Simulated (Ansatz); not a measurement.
# ZrSeS monolayer, Janus under uniaxial strain along the armchair direction, normal to a, with the width clamped

Aim: how do the optical modes of ZrSeS monolayer, Janus shift and split under this strain?

Calculated with Ansatz 0.2.0; DFT PBEsol, scalar-relativistic, plane waves, PAW; PAW set soft_1.

**1. The starting structure**

The cell holds 3 atoms: 1 Zr, 1 S and 1 Se. Its edges and angles: a = 3.750 Å, b = 3.750 Å, c = 30.000 Å, α = 90.0°, β = 90.0°, γ = 120.0°. Vacuum lies along c. The height across the vacuum is the one that the program set for its solve, not the one typed.

**2. A rough relaxation first**

A rough relaxation comes first, because large forces or stress need no tight tolerances yet. The program lengthens the typed cell of 20.0 Å along the normal to 30.0 Å, as its cut-off of the electrostatics needs, and moves no atom.

input.yaml reads:

```yaml
crystal:
  lattice:
    - [3.75, 0.0, 0.0]
    - [-1.875, 3.2476, 0.0]
    - [0.0, 0.0, 20.0]
  atoms:
    - { symbol: Zr, position: [0.0, 0.0, 0.5] }
    - { symbol: S, position: [0.333333, 0.666667, 0.575] }
    - { symbol: Se, position: [0.666667, 0.333333, 0.42] }
  periodic: [true, true, false]
kpoints:
  mp_grid: { grid: [6, 6, 1] }
hamiltonian:
  xc: pbesol
  pseudopotentials: { kind: paw, azcp: { folder: soft_1 }, xc_functional: pbe }
scf:
  occupations: { method: gaussian, width: 0.1 }
output:
  forces: true
  stress: true
  eigenvalues: true
relax:
  adjacent_minimum: "off"
  f_tol: 0.05
  max_steps: 80
  cell: { stress_2d_tol: 0.02 }
```

Launch:

```sh
$ ansatz run input.yaml --threads 4 --pin off --max-ram 16384MiB --backend cpu --events-out ev --progress --plain --runs-dir out
```

Numbers of over 12 decimals in the logs are rounded to 6 here.

The program printed:

```text
[...]
F+E_penalty+E_count = -10442.08377247 eV   max|allowed force component| = 2.750e-2 eV/Å   (the final SCF, on the basis selected at the relaxed cell)
  cell:  # Å, volume = 354.7409 Å³
    - [3.695130, 0.0, 0]
    - [-1.847565, 3.200076, 0]
    - [0, 0, 30.0]
  atoms:
    - { symbol: Zr, position: [0, 0, 0.334899] }
    - { symbol: S, position: [0.333333, 0.666667, 0.380993] }
    - { symbol: Se, position: [0.666667, 0.333333, 0.280775] }
[key lines of the parts left out:]
SCF converged after 9 iterations
Free energy (F): -10442.083772 eV
Fermi energy:    -5.505456 eV
P = ½ c Tr σ = 0.0050 N/m
```

The job ended after 12 s (4 threads of Arm Neoverse V1, shared host; peak memory 0.63 GiB; 43 s of CPU time).

Step by step:

```tsv
step	energy less that of the first step (eV)	largest force component (eV/Å)	volume (Å³)
1	0.0000	1.1629	365.36
2	0.0269	1.4415	358.90
3	-0.0985	0.1103	356.37
4	-0.0997	0.0277	354.74
5*	-0.0996	0.0275	354.74
```

Relaxation steps marked * repeat the geometry before them on a plane-wave basis chosen anew for their cell, so energy and pressure can jump there. Relaxation step 2 was tried and not accepted.

The run keeps the 6 symmetry operations that it works with, so distortions that break them were not tested.

```tsv
cell as run	before	after	change
a (Å)	3.750	3.695	-1.5 %
b (Å)	3.750	3.695	-1.5 %
```

The atoms that moved most (Å, along periodic axes as changes of fractional coordinates times the final cell, across vacuum about the mean position):

```tsv
atom	dx	dy	dz	length
S2	0.000	0.000	-0.070	0.070
Zr1	0.000	0.000	0.047	0.047
Se3	0.000	0.000	0.023	0.023
```

Final coordinates:

```cif
data_structure
_symmetry_space_group_name_H-M 'P 1'
_symmetry_Int_Tables_number 1
_cell_length_a 3.6951
_cell_length_b 3.6951
_cell_length_c 30.0000
_cell_angle_alpha 90.000
_cell_angle_beta 90.000
_cell_angle_gamma 120.000
_cell_volume 354.74
loop_
_atom_site_label
_atom_site_type_symbol
_atom_site_fract_x
_atom_site_fract_y
_atom_site_fract_z
_atom_site_occupancy
Zr1 Zr 0.00000 0.00000 0.33490 1
S2 S 0.33333 0.66667 0.38099 1
Se3 Se 0.66667 0.33333 0.28078 1
```

Numbers from this step:

- gap on the k-mesh: 0.6070 eV
- area per atom: 3.942 Å²

The relaxation ends with a largest force component of 0.028 eV/Å.

**3. Relaxation**

The cell and atoms are relaxed, since residual forces and stress would shift the frequencies.

input.yaml reads:

```yaml
crystal:
  lattice:
    - [3.6951295221, 0.0, 0.0]
    - [-1.847564761, 3.2000760364, 0.0]
    - [0.0, 0.0, 30.0]
  atoms:
    - { symbol: Zr, position: [0.0, 0.0, 0.3348986499] }
    - { symbol: S, position: [0.3333333333, 0.6666666667, 0.3809929149] }
    - { symbol: Se, position: [0.6666666667, 0.3333333333, 0.2807751019] }
  periodic: [true, true, false]
kpoints:
  mp_grid: { grid: [9, 9, 1] }
hamiltonian:
  xc: pbesol
  pseudopotentials: { kind: paw, azcp: { folder: soft_1 }, xc_functional: pbe }
scf:
  occupations: { method: gaussian, width: 0.02 }
output:
  forces: true
  stress: true
  eigenvalues: true
  write_density: true
  write_potential: true
  elf: true
  volumetric_format: npy
relax:
  adjacent_minimum: "off"
  f_tol: 0.005
  max_steps: 80
  cell: { stress_2d_tol: 0.02 }
```

The program printed:

```text
[...]
Crystal: 3 atoms, lattice volume = 354.741 Å³
Basis set: ecut = 420 eV, 6977 PW (Γ), exchange–correlation on 50×50×432 points (8 copies of the dense FFT grid, shifted against one another)
Bands: 21, of which v1, the nominal top of the filled ones, is band 17 counted from 1 (16 counted from 0)
Symmetry: 6 space group operations
[...]
k-points: 12 of 81 (time reversal used)
[...]
SCF iter   1: F=—  HF=-10442.754701 eV  |F-HF|=—  |Δ(HF+E_count)|=         —  Δρ=1.93e-2  dr2=2.07e0  ethr=3.10e-3  ⟨swp⟩=15.6  Hψ=2072  notcnv=0
[...]
SCF iter  10: F=-10442.100145 eV  HF=-10442.100145 eV  |F-HF|=5.64e-8  |Δ(HF+E_count)|=   3.92e-8  Δρ=3.21e-6  dr2=4.18e-8  ethr=2.94e-10  ⟨swp⟩=17.1  Hψ=3020  notcnv=0
SCF 1 converged in 10 iterations: F = -10442.100145 eV  dr2 = 4.18e-8
[...]
relax step   1: F+E_penalty+E_count = -10442.10014500 eV  Δ(F+E_penalty+E_count) = +0.000e0 eV  max|allowed force component| = 5.081e-2 eV/Å  Δτ_max = 0.0000 Å  P = -0.118 N/m  Ω = 354.741 Å³  fix = [c, alpha, beta]  reactions: c -0.000 N/m  (10 SCF iters, dr2 threshold 1.00e-7 eV, accepted)
Crystal: 3 atoms, lattice volume = 352.813 Å³
Basis set: ecut = 420 eV, 6905 PW (Γ), exchange–correlation on 50×50×432 points (8 copies of the dense FFT grid, shifted against one another)
[...]
SCF iter   7: F=-10442.099838 eV  HF=-10442.099838 eV  |F-HF|=1.22e-7  |Δ(HF+E_count)|=   3.68e-7  Δρ=5.15e-6  dr2=1.40e-7  ethr=4.75e-10  ⟨swp⟩=16.3  Hψ=2786  notcnv=0
SCF 2 converged in 7 iterations: F = -10442.099838 eV  dr2 = 1.40e-7
relax step   2: F+E_penalty+E_count = -10442.09983763 eV  Δ(F+E_penalty+E_count) = +3.074e-4 eV  max|allowed force component| = 1.200e-1 eV/Å  Δτ_max = 0.0182 Å  P = -0.170 N/m  Ω = 352.813 Å³  energy of the carried Pulay correction = +2.877e-5 eV  fix = [c, alpha, beta]  (7 SCF iters, dr2 threshold 1.61e-7 eV, rejected (line search))
Crystal: 3 atoms, lattice volume = 353.400 Å³
[...]
SCF iter  11: F=-10442.100667 eV  HF=-10442.100667 eV  |F-HF|=5.64e-11  |Δ(HF+E_count)|=    0.00e0  Δρ=4.52e-9  dr2=2.14e-13  ethr=1.00e-12  ⟨swp⟩=10.9  Hψ=1635  notcnv=0
SCF 3 converged in 11 iterations: F = -10442.100667 eV  dr2 = 2.14e-13
relax step   3: F+E_penalty+E_count = -10442.10066707 eV  Δ(F+E_penalty+E_count) = -5.221e-4 eV  max|allowed force component| = 9.019e-3 eV/Å  Δτ_max = 0.0079 Å  P = -0.054 N/m  Ω = 353.400 Å³  energy of the carried Pulay correction = +1.999e-5 eV  fix = [c, alpha, beta]  reactions: c -0.000 N/m  (11 SCF iters, accepted)
[...]
relax step   4: F+E_penalty+E_count = -10442.10068875 eV  Δ(F+E_penalty+E_count) = -2.168e-5 eV  max|allowed force component| = 5.053e-3 eV/Å  Δτ_max = 0.0005 Å  P = -0.014 N/m  Ω = 353.133 Å³  energy of the carried Pulay correction = +2.398e-5 eV  fix = [c, alpha, beta]  reactions: c -0.000 N/m  (6 SCF iters, dr2 threshold 5.08e-9 eV, accepted)
[...]
relax step   5: F+E_penalty+E_count = -10442.10069184 eV  Δ(F+E_penalty+E_count) = -3.084e-6 eV  max|allowed force component| = 5.682e-4 eV/Å  Δτ_max = 0.0002 Å  P = +0.000 N/m  Ω = 353.061 Å³  energy of the carried Pulay correction = +2.506e-5 eV  fix = [c, alpha, beta]  reactions: c +0.000 N/m  (6 SCF iters, dr2 threshold 1.60e-9 eV, accepted)
[...]
SCF iter   1: F=—  HF=-10442.100596 eV  |F-HF|=—  |Δ(HF+E_count)|=         —  Δρ=1.85e-6  dr2=8.72e-9  ethr=3.43e-7  ⟨swp⟩=6.0  Hψ=3232  notcnv=0
eigensolver tolerance schedule: the retry pair's looser diagonalisation over-reported the residual by 13351.82 of it (diagonalisation noise at an unbounded share of the residual, at the tolerance the schedule requests for it); recorded, not acted on — ethr = c·dr2/N_el stays at c = 1.0e-1
[...]
SCF iter   2: F=—  HF=-10442.100667 eV  |F-HF|=—  |Δ(HF+E_count)|=   7.15e-5  Δρ=1.66e-6  dr2=3.60e-8  ethr=2.57e-11  ⟨swp⟩=5.9  Hψ=899  notcnv=0
[...]
SCF iter   8: F=-10442.100667 eV  HF=-10442.100667 eV  |F-HF|=4.00e-11  |Δ(HF+E_count)|=    0.00e0  Δρ=1.46e-8  dr2=2.11e-12  ethr=1.00e-12  ⟨swp⟩=11.2  Hψ=1569  notcnv=0
SCF 6 converged in 8 iterations: F = -10442.100667 eV  dr2 = 2.11e-12
relax step   6: F+E_penalty+E_count = -10442.10066735 eV  Δ(F+E_penalty+E_count) = +2.449e-5 eV  max|allowed force component| = 5.780e-4 eV/Å  Δτ_max = 0.0000 Å  P = +0.000 N/m  Ω = 353.061 Å³  fix = [c, alpha, beta]  reactions: c +0.000 N/m  stress off target by 1.08e-4 N/m on what of the cell is left free  SCF on the basis re-selected at this cell (its energy is not comparable with the rows above)  (8 SCF iters)
[...]
WARN: The output density's exchange-correlation potential varies sharply where the density is thin. Do not read a vacuum level from v_tot or v_xc, or from such a field of the output density. On a cell that repeats whose density bears no net charge and no dipole along the vacuum's axis use v_es (v_loc + v_h of the components); under efield.dipole_correction with no amplitude use v_es + v_field, which holds any externa [...]
SCF converged after 8 iterations
Free energy (F): -10442.100667 eV
[...]
Internal energy: -10442.100667 eV  (E = F + TS)
E sigma→0 (E₀):  -10442.100667 eV
Fermi energy:    -5.487883 eV
[...]
--- Forces (eV/Å), atoms counted from 1 ---
  atom   1  Zr     0.00000000     0.00000000    -0.00055421
  atom   2  S     -0.00000000     0.00000000     0.00057793
  atom   3  Se     0.00000000    -0.00000000    -0.00002393
  max |Σ_I F_I| component: 2.08e-7 eV/Å
--- 2D stress c σ (N/m, compression-positive) ---
        0.000108       0.000000      -0.000000
        0.000000       0.000108      -0.000000
       -0.000000      -0.000000       0.000000
  P = ½ c Tr σ = 0.0001 N/m
--- Band table (eV; the first three rows and the last of 12) ---
  k-point 0: bands = [... 13 lower, -8.7177, -7.0417, -5.7859, -5.7859, -4.5912, -4.5912, -3.8031, -0.9780]
  k-point 1: bands = [... 13 lower, -8.6540, -6.8610, -6.5945, -6.1806, -4.5182, -4.1314, -3.5616, -1.6071]
  k-point 2: bands = [... 13 lower, -8.5356, -8.0799, -6.6573, -6.5722, -4.7582, -3.5071, -3.1943, -1.8227]
  k-point 11: bands = [... 13 lower, -9.2855, -8.0893, -7.8767, -7.8104, -3.8167, -3.2943, -3.0396, -1.0957]
--- Relaxed structure (5 steps of the walk, 4 accepted, 1 SCFs on fresh bases) ---
[...]
cell:  # Å, volume = 353.0608 Å³
    - [3.686369, -2.879903335294785e-11, 0]
    - [-1.843185, 3.192489, 0]
    - [0, 0, 30.0]
  atoms:
    - { symbol: Zr, position: [0, 0, 0.334926] }
    - { symbol: S, position: [0.333333, 0.666667, 0.381235] }
    - { symbol: Se, position: [0.666667, 0.333333, 0.280506] }
```

Wall time 21 s (4 threads); peak memory 0.66 GiB.

Relaxation path:

```tsv
step	energy less that of the first step (eV)	largest force component (eV/Å)	volume (Å³)
1	0.0000	0.0508	354.74
2	0.0003	0.1200	352.81
3	-0.0005	0.0090	353.40
4	-0.0005	0.0051	353.13
5	-0.0005	0.0006	353.06
6*	-0.0005	0.0006	353.06
```

Relaxation steps marked * repeat the geometry before them on a plane-wave basis chosen anew for their cell, so energy and pressure can jump there. Relaxation step 2 was tried and not accepted.

The run keeps the 6 symmetry operations that it works with, so distortions that break them were not tested.

```tsv
cell as run	before	after	change
a (Å)	3.695	3.686	-0.2 %
b (Å)	3.695	3.686	-0.2 %
```

Final coordinates:

```
Zr S Se
1.0
     3.68637    0.00000    0.00000
    -1.84318    3.19249    0.00000
     0.00000    0.00000   30.00000
Zr S Se
1 1 1
Direct
  0.00000 0.00000 0.33493
  0.33333 0.66667 0.38124
  0.66667 0.33333 0.28051
```

This step gave:

```
gap on the k-mesh : 0.5967 eV
area per atom     : 3.923 Å²
```

Valence density in the ac plane at fractional y = 0.333, with atoms of Se within 0.2 Å of it. It is the smooth field of the valence electrons, not physical close to the nuclei.

Ten steps, logarithmic in the rise over the least value, from '0' (0 e/Å³) to '9' (19 e/Å³), each cell a mean:
```
00000000000000
00000000000000
00000000000000
00000000000000
00000000000000
00000000000000
00000000000000
00000000000000
00000000000000
00000000000000
00000000000000
00000000000000
00000000000000
00000000000000
11221100000001
12222110000011
11111123565322
10001134899632
00000000010000
00000000000000
00000000000000
00000000000000
00000000000000
00000000000000
```
Columns run along a (3.7 Å), rows up along c (30.0 Å). Atoms in or near the plane, at fractional coordinates: Se at (0.67, 0.28).

Electrostatic potential energy in the ac plane at fractional y = 0.333, with atoms of Se within 0.2 Å of it. With pseudopotentials it is smooth inside the atoms' cores, unlike the true potential.

Ten even steps from '0' (-12 eV) to '9' (0 eV), each cell a mean:
```
99999999999999
99999999999999
99999999999999
99999999999999
99999999999999
99999999999999
99999999999999
99999999999999
99999999999999
99999999999999
99999999999999
99999999999999
99999999999999
99999999999999
65456788999987
20001356777764
32223321122123
78887410344002
99999998888899
99999999999999
99999999999999
99999999999999
99999999999999
99999999999999
```
Columns run along a (3.7 Å; values clipped at the 3rd and 97th percentile), rows up along c (30.0 Å). Atoms in or near the plane, at fractional coordinates: Se at (0.67, 0.28).

ELF in the ac plane at fractional y = 0.333, with atoms of Se within 0.2 Å of it. It is the smooth field of the valence electrons, not physical close to the nuclei.

Ten even steps from '_' (0.00) to '@' (0.79), each cell a mean:
```
____________________________
____________________________
____________________________
____________________________
____________________________
____________________________
____________________________
____________________________
____________________________
____________________________
____________________________
____________________________
____________________________
::------::..______________..
%%@@@@@@%%##==..______..--++
--======----::::::::::::::::
==::....--++##%%######%%%%**
##--..::++@@@@@@##++**%%@@@@
::______..--++##%%%%%%##**==
__________________..________
____________________________
____________________________
____________________________
____________________________
```
Columns run along a (3.7 Å), rows up along c (30.0 Å). Atoms in or near the plane, at fractional coordinates: Se at (0.67, 0.28).

**4. Relaxation**

The relaxation is repeated from its end, on the mesh and smearing that suit the cell and gap now reached.

input.yaml, the sections that differ from step 3:

```yaml
crystal:
  lattice:
    - [3.6863691392, 0.0, 0.0]
    - [-1.8431845696, 3.1924893223, 0.0]
    - [0.0, 0.0, 30.0]
  atoms:
    - { symbol: Zr, position: [0.0, 0.0, 0.3349255223] }
    - { symbol: S, position: [0.3333333333, 0.6666666667, 0.3812351348] }
    - { symbol: Se, position: [0.6666666667, 0.3333333333, 0.2805060096] }
  periodic: [true, true, false]
kpoints:
  mp_grid: { grid: [12, 12, 1] }
# hamiltonian, scf, output, relax: as in step 3
```

The program printed:

```text
[...]
Crystal: 3 atoms, lattice volume = 353.061 Å³
Basis set: ecut = 420 eV, 6905 PW (Γ), exchange–correlation on 50×50×432 points (8 copies of the dense FFT grid, shifted against one another)
Bands: 21, of which v1, the nominal top of the filled ones, is band 17 counted from 1 (16 counted from 0)
Symmetry: 6 space group operations
[...]
k-points: 19 of 144 (time reversal used)
[...]
--- Relaxed structure (1 steps of the walk, 1 accepted, 1 SCFs on fresh bases) ---
[...]
cell:  # Å, volume = 353.0608 Å³
    - [3.686369, 0.0, 0.0]
    - [-1.843185, 3.192489, 0.0]
    - [0.0, 0.0, 30.0]
  atoms:
    - { symbol: Zr, position: [0.0, 0.0, 0.3349255223] }
    - { symbol: S, position: [0.333333, 0.666667, 0.3812351348] }
    - { symbol: Se, position: [0.666667, 0.333333, 0.2805060096] }
[key lines of the parts left out:]
SCF converged after 8 iterations
Free energy (F): -10442.102356 eV
Fermi energy:    -5.498601 eV
P = ½ c Tr σ = -0.0186 N/m
```

Run time: 12 s. Hardware: 4 threads; peak memory 0.67 GiB.

Little changed from the start: no atom moved by 0.005 Å and no cell edge by 0.1 %.

Numbers from this step:

* gap on the k-mesh: 0.5774 eV

(Part 1 of 3 ends here.)

[Logs are printed without paths, hosts, clocks, repeated set-up lines and the standing remarks that a program may print on its own settings, such as how far it seeks lower states.]

[Hosts, paths, dates, database ids (printed as entryN), source tags and the programs' standing remarks are cut or masked in the printed files.]
